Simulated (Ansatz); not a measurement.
# Ca4As2Se: complex band structure

Aim: relax a made-up compound, Ca4As2Se, and see how good a tunnel barrier it would be. It is built by putting Se for O in the Ca4As2O structure of space group I4/mmm, with the volume rescaled by atomic radii. The parent structure comes from the Materials Project.

Program: Ansatz 0.2.0. Level of theory: PBE DFT, plane waves, PAW files, in the first sound run; inputs show where later runs differ. Results are calculated unless marked as measured.

The structure was built from a prototype and need not be the compound's stable phase.

**1. The starting structure**

Symmetry: I4/mmm, No. 139, tetragonal system. Conventional cell: a = 4.658 Å, b = 4.658 Å, c = 15.784 Å, α = 90.00°, β = 90.00°, γ = 90.00°. Nearest to Ca lie 1 Se at 2.71 Å and 5 As at 3.03 to 3.34 Å. Nearest to Ca lie 2 Se at 2.33 Å and 4 As at 3.18 Å. Nearest to As lie 9 Ca at 3.03 to 3.34 Å. Se has 6 Ca at 2.33 to 2.71 Å nearest. It derives from Ca4As2O. Se for O in the Ca4As2O structure of space group I4/mmm. Farther neighbours and most contacts between anions are not listed.

**2. Relaxing the new crystal**

The substituted atoms don't fit the parent's cell, so cell and atoms relax together. A small smearing keeps the run stable in case the gap closes on the way.

The input, input.yaml:

```yaml
crystal:
  lattice:
    - [-2.3287578208, 2.3287578208, 7.8920324356]
    - [2.3287578208, -2.3287578208, 7.8920324356]
    - [2.3287578208, 2.3287578208, -7.8920324356]
  atoms:
    - { symbol: Ca, position: [0.6713968, 0.6713968, 0.0] }
    - { symbol: Ca, position: [0.3286032, 0.3286032, 0.0] }
    - { symbol: Ca, position: [0.0, 0.5, 0.5] }
    - { symbol: Ca, position: [0.5, 0.0, 0.5] }
    - { symbol: As, position: [0.86314396, 0.86314396, 0.0] }
    - { symbol: As, position: [0.13685604, 0.13685604, 0.0] }
    - { symbol: Se, position: [0.5, 0.5, 0.0] }
kpoints:
  mp_grid: { grid: [6, 6, 6] }
scf:
  occupations: { method: gaussian, width: 0.03 }
hamiltonian:
  xc: pbe
output:
  forces: true
  stress: true
relax:
  f_tol: 0.02
  max_steps: 60
  cell: {}
```

Started as:

```sh
> ansatz run input.yaml --threads 2 --pin off --max-ram 4096MiB --backend cpu --events-out ev --progress --plain --runs-dir out
```

Numbers of over 12 decimals in the logs are rounded to 6 here.

Log:

```text
basis.fft_grid_basis auto: the FFT boxes are laid along the combinations [[1, 0, 1], [0, 1, 1], [0, 0, 1]] of the cell's own vectors, 4.658, 4.658 and 8.552 Å long. The dense box has 32×32×60 points. Along the cell's own vectors, as sized, it would have 60×60×60, 3.52 times as many. Of the 16 symmetry operations that the crystal satisfies within crystal.symmetry.tolerance (time reversal apart; of a slab, those that k [...]
Engine: ansatz 0.2.0, x86_64-unknown-linux-gnu
Pseudopotentials: kind: paw
Pseudopotential: Ca, paw, valence charge 10, recommended cutoff 420 eV (normal), Ca.paw.azcp
Pseudopotential: As, paw, valence charge 15, recommended cutoff 420 eV (normal), As.paw.azcp
Pseudopotential: Se, paw, valence charge 16, recommended cutoff 420 eV (normal), Se.paw.azcp
Functional definition: PBE
  parameter kappa = 0.804
  parameter beta = 0.066725
  exchange = pbe_x(kappa = kappa, mu = beta*pi^2/3)
  correlation = pbe_c(beta = beta)
Crystal: 7 atoms, lattice volume = 171.198 Å³
Basis set: ecut = 420 eV, 3331 PW (Γ), FFT grids on a1+a3, a2+a3, a3, exchange–correlation on 64×64×120 points (8 copies of the dense FFT grid, shifted against one another)
Bands: 52, of which v1, the nominal top of the filled ones, is band 43 counted from 1 (42 counted from 0)
Symmetry: 16 space group operations
Space group: I4/mmm (ITA 139), of the structure as read, at distance tolerance 5.6e-5 Å
k-points: 30 of 216
Non-local potential: Ca, projectors of the file, l = 0: 3, l = 1: 2, l = 2: 2
Non-local potential: As, projectors of the file, l = 0: 2, l = 1: 2, l = 2: 3, l = 3: 1
Non-local potential: Se, projectors of the file, l = 0: 2, l = 1: 2, l = 2: 3, l = 3: 1
PAW form: soft (Blöchl's): semilocal exchange-correlation on the pseudo side does not see the compensation charge
PAW one-centre angular grid: Ca, 110 points (default); XC on 64 Gauss nodes
PAW one-centre angular grid: As, 590 points (default); XC on 64 Gauss nodes
PAW one-centre angular grid: Se, 590 points (default); XC on 64 Gauss nodes
Initial density: superposition of atomic densities (neutral atoms: chi_scale 0, normalization atom), corrected by the library's trained network
Initial wavefunctions: pseudopotential atomic-orbital guess
Functional: x = pbe(κ = 0.804, μ = 0.219515), c = pbe(β = 0.066725)
SCF iter   1: F=—  HF=-22453.894421 eV  |F-HF|=—  |Δ(HF+E_count)|=         —  Δρ=1.94e-3  dr2=8.00e-3  ethr=1.77e-3  ⟨swp⟩=11.4  Hψ=7824  notcnv=0  defer=4
preconditioner: auto → Resta (q_TF=auto, 2.433 Å⁻¹)  ε∞=4.9  [insulator: Δε(μ)=0.460 eV  Ē_g=6.964 eV  σ=0.030 eV  W_gap=1.00  n_scr=42 (ndim 8)  ℏωp=13.8 eV  f_vac=0.011  D(μ)=0.00/eV (n_scr^D=0)  ε∞_Penn≈4.9]
SCF iter   2: F=—  HF=-22453.894184 eV  |F-HF|=—  |Δ(HF+E_count)|=   2.37e-4  Δρ=9.50e-4  dr2=2.43e-3  ethr=9.30e-6  ⟨swp⟩=2.4  Hψ=3043  notcnv=0  defer=91
SCF iter   3: F=—  HF=-22453.894174 eV  |F-HF|=—  |Δ(HF+E_count)|=   1.04e-5  Δρ=2.86e-4  dr2=4.51e-4  ethr=2.82e-6  ⟨swp⟩=2.1  Hψ=2724  notcnv=0  defer=91
SCF iter   4: F=—  HF=-22453.894112 eV  |F-HF|=—  |Δ(HF+E_count)|=   6.14e-5  Δρ=1.31e-4  dr2=3.92e-5  ethr=5.24e-7  ⟨swp⟩=2.1  Hψ=2629  notcnv=0  defer=91
SCF iter   5: F=—  HF=-22453.894119 eV  |F-HF|=—  |Δ(HF+E_count)|=   6.84e-6  Δρ=3.13e-5  dr2=2.58e-6  ethr=4.56e-8  ⟨swp⟩=2.0  Hψ=2759  notcnv=0  defer=91
SCF iter   6: F=—  HF=-22453.894118 eV  |F-HF|=—  |Δ(HF+E_count)|=   8.78e-7  Δρ=1.26e-5  dr2=6.13e-7  ethr=2.99e-9  ⟨swp⟩=2.0  Hψ=2724  notcnv=0  defer=91
SCF iter   7: F=-22453.894118 eV  HF=-22453.894118 eV  |F-HF|=2.18e-8  |Δ(HF+E_count)|=   3.30e-8  Δρ=4.37e-6  dr2=7.36e-8  ethr=1.16e-10  ⟨swp⟩=2.5  Hψ=5741  notcnv=0
SCF 1 converged in 7 iterations: F = -22453.894118 eV  dr2 = 7.36e-8
  greatest PAW one-centre occupation: 1.000 electrons in one spin orbital (limit 2), on the Se atom at site 6 (counted from 0), in its partial waves of l = 2
relax step   1: F+E_penalty+E_count = -22453.89411811 eV  Δ(F+E_penalty+E_count) = +0.000e0 eV  max|allowed force component| = 1.499e0 eV/Å  Δτ_max = 0.0000 Å  P = +14.923 GPa  Ω = 171.198 Å³  (7 SCF iters, dr2 threshold 1.00e-7 eV, accepted)
Crystal: 7 atoms, lattice volume = 189.870 Å³
Basis set: ecut = 420 eV, 3743 PW (Γ), FFT grids on a1+a3, a2+a3, a3, exchange–correlation on 64×64×120 points (8 copies of the dense FFT grid, shifted against one another)
Initial density: handed on by an earlier stage of this run
Initial wavefunctions: those handed on with the density
iter 1 solved again at ethr=6.33e-4 eV; its pass at ethr=3.10e-3 eV (dr2=5.44e-1 eV) is discarded
SCF iter   1: F=—  HF=-22455.785063 eV  |F-HF|=—  |Δ(HF+E_count)|=         —  Δρ=8.15e-3  dr2=5.44e-1  ethr=6.33e-4  ⟨swp⟩=1.2  Hψ=9675  notcnv=0
preconditioner: auto → Resta (q_TF=auto, 2.391 Å⁻¹)  ε∞=4.7  [insulator: Δε(μ)=1.121 eV  Ē_g=6.787 eV  σ=0.030 eV  W_gap=1.00  n_scr=42 (ndim 8)  ℏωp=13.1 eV  f_vac=0.022  D(μ)=0.00/eV (n_scr^D=0)  ε∞_Penn≈4.7]
SCF iter   2: F=—  HF=-22455.669026 eV  |F-HF|=—  |Δ(HF+E_count)|=   1.16e-1  Δρ=3.30e-3  dr2=6.31e-2  ethr=6.33e-4  ⟨swp⟩=3.5  Hψ=2274  notcnv=0
SCF iter   3: F=—  HF=-22455.654430 eV  |F-HF|=—  |Δ(HF+E_count)|=   1.46e-2  Δρ=1.28e-3  dr2=5.10e-3  ethr=7.33e-5  ⟨swp⟩=3.2  Hψ=3465  notcnv=0  defer=98
SCF iter   4: F=—  HF=-22455.653421 eV  |F-HF|=—  |Δ(HF+E_count)|=   1.01e-3  Δρ=6.42e-4  dr2=1.34e-3  ethr=5.93e-6  ⟨swp⟩=2.0  Hψ=2752  notcnv=0  defer=98
SCF iter   5: F=—  HF=-22455.653256 eV  |F-HF|=—  |Δ(HF+E_count)|=   1.65e-4  Δρ=1.64e-4  dr2=7.73e-5  ethr=1.55e-6  ⟨swp⟩=2.0  Hψ=2752  notcnv=0  defer=98
SCF iter   6: F=—  HF=-22455.653211 eV  |F-HF|=—  |Δ(HF+E_count)|=   4.50e-5  Δρ=6.05e-5  dr2=8.68e-6  ethr=8.99e-8  ⟨swp⟩=2.0  Hψ=1792  notcnv=0  defer=98
SCF iter   7: F=-22455.653218 eV  HF=-22455.653218 eV  |F-HF|=3.55e-7  |Δ(HF+E_count)|=   6.18e-6  Δρ=1.25e-5  dr2=4.65e-7  ethr=8.14e-10  ⟨swp⟩=3.4  Hψ=6778  notcnv=0
SCF 2 converged in 7 iterations: F = -22455.653218 eV  dr2 = 4.65e-7
relax step   2: F+E_penalty+E_count = -22455.65321789 eV  Δ(F+E_penalty+E_count) = -1.759e0 eV  max|allowed force component| = 6.907e-1 eV/Å  Δτ_max = 0.1059 Å  P = +6.202 GPa  Ω = 189.870 Å³  energy of the carried Pulay correction = -1.374e-3 eV  (7 SCF iters, dr2 threshold 7.00e-7 eV, accepted)
Crystal: 7 atoms, lattice volume = 203.268 Å³
Basis set: ecut = 420 eV, 3971 PW (Γ), FFT grids on a1+a3, a2+a3, a3, exchange–correlation on 64×64×120 points (8 copies of the dense FFT grid, shifted against one another)
iter 1 solved again at ethr=4.36e-4 eV; its pass at ethr=3.10e-3 eV (dr2=3.75e-1 eV) is discarded
[...]
SCF iter   5: F=—  HF=-22456.349443 eV  |F-HF|=—  |Δ(HF+E_count)|=   2.95e-4  Δρ=1.50e-4  dr2=9.37e-5  ethr=1.12e-6  ⟨swp⟩=2.0  Hψ=2747  notcnv=0  defer=103
SCF iter   6: F=—  HF=-22456.349373 eV  |F-HF|=—  |Δ(HF+E_count)|=   7.08e-5  Δρ=6.14e-5  dr2=9.58e-6  ethr=1.09e-7  ⟨swp⟩=2.0  Hψ=2480  notcnv=0  defer=103
SCF iter   7: F=—  HF=-22456.349376 eV  |F-HF|=—  |Δ(HF+E_count)|=   3.04e-6  Δρ=2.40e-5  dr2=1.89e-6  ethr=1.11e-8  ⟨swp⟩=2.0  Hψ=2747  notcnv=0  defer=103
SCF iter   8: F=-22456.349375 eV  HF=-22456.349375 eV  |F-HF|=7.54e-8  |Δ(HF+E_count)|=   2.14e-7  Δρ=8.04e-6  dr2=2.34e-7  ethr=8.14e-10  ⟨swp⟩=5.0  Hψ=6839  notcnv=0
SCF 3 converged in 8 iterations: F = -22456.349375 eV  dr2 = 2.34e-7
relax step   3: F+E_penalty+E_count = -22456.34937550 eV  Δ(F+E_penalty+E_count) = -6.962e-1 eV  max|allowed force component| = 4.724e-2 eV/Å  Δτ_max = 0.1300 Å  P = +2.201 GPa  Ω = 203.268 Å³  energy of the carried Pulay correction = -2.275e-3 eV  (8 SCF iters, dr2 threshold 7.00e-7 eV, accepted)
[... from here on, the SCF cycles and remarks between the steps are left out ...]
relax step   4: F+E_penalty+E_count = -22456.44131006 eV  Δ(F+E_penalty+E_count) = -9.193e-2 eV  max|allowed force component| = 7.816e-2 eV/Å  Δτ_max = 0.0037 Å  P = +0.023 GPa  Ω = 213.555 Å³  energy of the carried Pulay correction = -2.926e-3 eV  (7 SCF iters, dr2 threshold 7.00e-7 eV, accepted)
relax step   5: F+E_penalty+E_count = -22456.45060530 eV  Δ(F+E_penalty+E_count) = -9.295e-3 eV  max|allowed force component| = 7.325e-2 eV/Å  Δτ_max = 0.0469 Å  P = +0.030 GPa  Ω = 213.711 Å³  energy of the carried Pulay correction = -2.935e-3 eV  (6 SCF iters, dr2 threshold 7.00e-7 eV, accepted)
relax step   6: F+E_penalty+E_count = -22456.45006180 eV  Δ(F+E_penalty+E_count) = +5.435e-4 eV  max|allowed force component| = 5.146e-2 eV/Å  Δτ_max = 0.0205 Å  P = +0.119 GPa  Ω = 213.299 Å³  energy of the carried Pulay correction = -2.910e-3 eV  (6 SCF iters, dr2 threshold 3.35e-7 eV, rejected (line search))
relax step   7: F+E_penalty+E_count = -22456.45208037 eV  Δ(F+E_penalty+E_count) = -1.475e-3 eV  max|allowed force component| = 2.448e-2 eV/Å  Δτ_max = 0.0101 Å  P = +0.012 GPa  Ω = 213.803 Å³  energy of the carried Pulay correction = -2.941e-3 eV  (10 SCF iters, accepted)
relax step   8: F+E_penalty+E_count = -22456.45225822 eV  Δ(F+E_penalty+E_count) = -1.778e-4 eV  max|allowed force component| = 7.136e-4 eV/Å  Δτ_max = 0.0055 Å  P = +0.000 GPa  Ω = 213.863 Å³  energy of the carried Pulay correction = -2.945e-3 eV  (5 SCF iters, dr2 threshold 3.74e-8 eV, accepted)
relax step   9: F+E_penalty+E_count = -22456.46593673 eV  Δ(F+E_penalty+E_count) = -1.368e-2 eV  max|allowed force component| = 1.406e-3 eV/Å  Δτ_max = 0.0000 Å  P = +0.118 GPa  Ω = 213.863 Å³  stress off target by 1.65e-1 GPa  SCF on the basis re-selected at this cell (its energy is not comparable with the rows above)  (7 SCF iters)
relax step  10: F+E_penalty+E_count = -22456.46626887 eV  Δ(F+E_penalty+E_count) = -3.321e-4 eV  max|allowed force component| = 1.991e-4 eV/Å  Δτ_max = 0.0012 Å  P = +0.002 GPa  Ω = 214.545 Å³  energy of the carried Pulay correction = -4.278e-5 eV  (5 SCF iters, dr2 threshold 6.80e-8 eV, accepted)
iter 1 solved again at ethr=1.79e-6 eV; its pass at ethr=3.10e-3 eV (dr2=1.54e-3 eV) is discarded
SCF iter   1: F=—  HF=-22456.466108 eV  |F-HF|=—  |Δ(HF+E_count)|=         —  Δρ=6.15e-5  dr2=2.10e-7  ethr=1.79e-6  ⟨swp⟩=2.9  Hψ=10903  notcnv=0
eigensolver tolerance schedule: the retry pair's looser diagonalisation over-reported the residual by 7317.61 of it (diagonalisation noise at an unbounded share of the residual, at the tolerance the schedule requests for it); recorded, not acted on — ethr = c·dr2/N_el stays at c = 1.0e-1
preconditioner: auto → Resta (q_TF=auto, 2.343 Å⁻¹)  ε∞=5.3  [insulator: Δε(μ)=0.360 eV  Ē_g=5.746 eV  σ=0.030 eV  W_gap=1.00  n_scr=40 (ndim 8)  ℏωp=11.9 eV  f_vac=0.016  D(μ)=0.00/eV (n_scr^D=0)  ε∞_Penn≈5.3]
SCF iter   2: F=—  HF=-22456.466271 eV  |F-HF|=—  |Δ(HF+E_count)|=   1.63e-4  Δρ=3.11e-5  dr2=7.43e-8  ethr=2.44e-10  ⟨swp⟩=3.0  Hψ=3317  notcnv=0
SCF iter   3: F=—  HF=-22456.466312 eV  |F-HF|=—  |Δ(HF+E_count)|=   4.03e-5  Δρ=3.31e-6  dr2=7.87e-9  ethr=8.64e-11  ⟨swp⟩=2.0  Hψ=2280  notcnv=0
SCF iter   4: F=—  HF=-22456.466312 eV  |F-HF|=—  |Δ(HF+E_count)|=   3.80e-7  Δρ=8.71e-7  dr2=1.94e-9  ethr=9.15e-12  ⟨swp⟩=2.0  Hψ=1740  notcnv=0
SCF iter   5: F=—  HF=-22456.466312 eV  |F-HF|=—  |Δ(HF+E_count)|=   1.33e-8  Δρ=2.88e-7  dr2=1.69e-10  ethr=2.25e-12  ⟨swp⟩=2.0  Hψ=2850  notcnv=0
SCF iter   6: F=-22456.466312 eV  HF=-22456.466312 eV  |F-HF|=3.64e-11  |Δ(HF+E_count)|=   1.70e-9  Δρ=1.36e-7  dr2=6.68e-11  ethr=1.00e-12  ⟨swp⟩=4.2  Hψ=5552  notcnv=0
SCF 11 converged in 6 iterations: F = -22456.466312 eV  dr2 = 6.68e-11
relax step  11: F+E_penalty+E_count = -22456.46631201 eV  Δ(F+E_penalty+E_count) = -4.314e-5 eV  max|allowed force component| = 2.285e-4 eV/Å  Δτ_max = 0.0000 Å  P = +0.002 GPa  Ω = 214.545 Å³  stress off target by 4.42e-3 GPa  SCF on the basis re-selected at this cell (its energy is not comparable with the rows above)  (6 SCF iters)
basis re-selected at this cell: Δ(F+E_penalty+E_count) = -4.314e-5 eV, ΔP = -0.000 GPa vs the last step (what re-selecting the basis moved, of the pressure what is left beyond the Pulay correction that the steps carried, after the strain that the cell walked since its last selection, with what the two solves' SCF thresholds leave and, on support functions, any second-order correction that the steps lacked; it is no m [...]
SCF converged after 6 iterations
Free energy (F): -22456.466312 eV
Harris-Foulkes:  -22456.466312 eV  (|F-HF|=3.64e-11)
Internal energy: -22456.466312 eV  (E = F + TS)
E sigma→0 (E₀):  -22456.466312 eV
Fermi energy:    6.712853 eV
--- Per-component energies (eV) ---
  E_band       = -1565.312747
  E_kinetic    = 1437.626929
  E_local      = -10632.029424  (includes V_loc(G=0)·N_el)
  E_nonlocal   = -1684.641477
  E_hartree    = 4915.075744
  E_xc         = -813.000459
  E_vxc        = -943.308135  (∫ρ·V_xc dr)
  E_paw        = -9013.959293  (= ΣΔE_a)
  E_vpaw       = 426.888225  (= ΣTr[D̂ρ^β])
  E_aug_tail   = -0.000620  (compensation charges beyond the density's cutoff)
  E_ewald      = -6665.537713
  E_smearing   = -0.000000  (= −TS)
  E_closure    = -0.000000  (closes the sum)
  Σ components = -22456.466312   (vs F -22456.466312, Δ=0.00e0)
--- Forces (eV/Å), atoms counted from 1 ---
  atom   1  Ca     0.00000000     0.00000000     0.00002794
  atom   2  Ca     0.00000000     0.00000000    -0.00002794
  atom   3  Ca     0.00000000     0.00000000     0.00000000
  atom   4  Ca     0.00000000     0.00000000     0.00000000
  atom   5  As     0.00000000    -0.00000000     0.00022849
  atom   6  As     0.00000000     0.00000000    -0.00022849
  atom   7  Se     0.00000000     0.00000000    -0.00000000
  max |Σ_I F_I| component: 2.71e-18 eV/Å
--- Stress (GPa, compression-positive) ---
        0.004421       0.000000      -0.000000
        0.000000       0.004421      -0.000000
        0.000000       0.000000      -0.002905
  P = ⅓ Tr σ = 0.0020 GPa (0.020 kbar)
--- Relaxed structure (9 steps of the walk, 8 accepted, 2 SCFs on fresh bases) ---
  F+E_penalty+E_count = -22456.46631201 eV   max|allowed force component| = 2.285e-4 eV/Å   (the final SCF, on the basis selected at the relaxed cell)
  cell:  # Å, volume = 214.5451 Å³
    - [-2.624130, 2.624130, 7.789113]
    - [2.624130, -2.624130, 7.789113]
    - [2.624130, 2.624130, -7.789113]
  atoms:
    - { symbol: Ca, position: [0.688116, 0.688116, 0] }
    - { symbol: Ca, position: [0.311884, 0.311884, 0] }
    - { symbol: Ca, position: [1.5504239302701056e-19, 0.5, 0.5] }
    - { symbol: Ca, position: [0.5, 1.5504239302701164e-19, 0.5] }
    - { symbol: As, position: [0.870600, 0.870600, 0] }
    - { symbol: As, position: [0.129400, 0.129400, 0] }
    - { symbol: Se, position: [0.5, 0.5, 0] }
```

Run time: 84 s. Hardware: 2 threads of Intel Xeon Platinum 8259CL at 2.50GHz (Skylake/Cascade Lake), shared host; peak memory 0.71 GiB.

Step by step:

```
step  energy less that of the first step (eV)  largest force component (eV/Å)  pressure (GPa)  volume (Å³)
   1                                   0.0000                          1.4990           14.92       171.20
   2                                  -1.7591                          0.6907            6.20       189.87
   3                                  -2.4553                          0.0472            2.20       203.27
   4                                  -2.5472                          0.0782            0.02       213.55
   5                                  -2.5565                          0.0732            0.03       213.71
   6                                  -2.5559                          0.0515            0.12       213.30
   7                                  -2.5580                          0.0245            0.01       213.80
   8                                  -2.5581                          0.0007            0.00       213.86
  9*                                  -2.5718                          0.0014            0.12       213.86
  10                                  -2.5722                          0.0002            0.00       214.55
 11*                                  -2.5722                          0.0002            0.00       214.55
```

Relaxation steps marked * repeat the geometry before them on a plane-wave basis chosen anew for their cell, so energy and pressure can jump there. Relaxation step 6 was tried and not accepted.

Forces are held to the 16 operations that the run works with; a distortion that breaks them can't arise in this run.

```
     cell as run  before   after   change
           a (Å)   8.552   8.628   +0.9 %
           b (Å)   8.552   8.628   +0.9 %
           c (Å)   8.552   8.628   +0.9 %
           α (°)  148.40  144.59   -2.6 %
           β (°)  148.40  144.59   -2.6 %
           γ (°)   45.30   50.95  +12.5 %
volume (Å³/atom)   24.46   30.65  +25.3 %
```

The atoms that moved most (Å, as changes of fractional coordinates times the final cell):

```
atom     dx     dy      dz  length
 Ca2  0.000  0.000  -0.260   0.260
 Ca1  0.000  0.000   0.260   0.260
 As6  0.000  0.000  -0.116   0.116
 As5  0.000  0.000   0.116   0.116
```

This step gave:

* free energy: -22456.4663 eV
* Fermi energy: 6.713 eV
* pressure: 0.001979 GPa

The largest force component on a free atom ends at 2.3e-4 eV/Å.

(Continued in part 2 of 3.)

[Logs are printed without paths, hosts, clocks, repeated set-up lines and the standing remarks that a program may print on its own settings, such as how far it seeks lower states.]

[Hosts, paths, dates, database ids (printed as entryN), source tags and the programs' standing remarks are cut or masked in the printed files.]
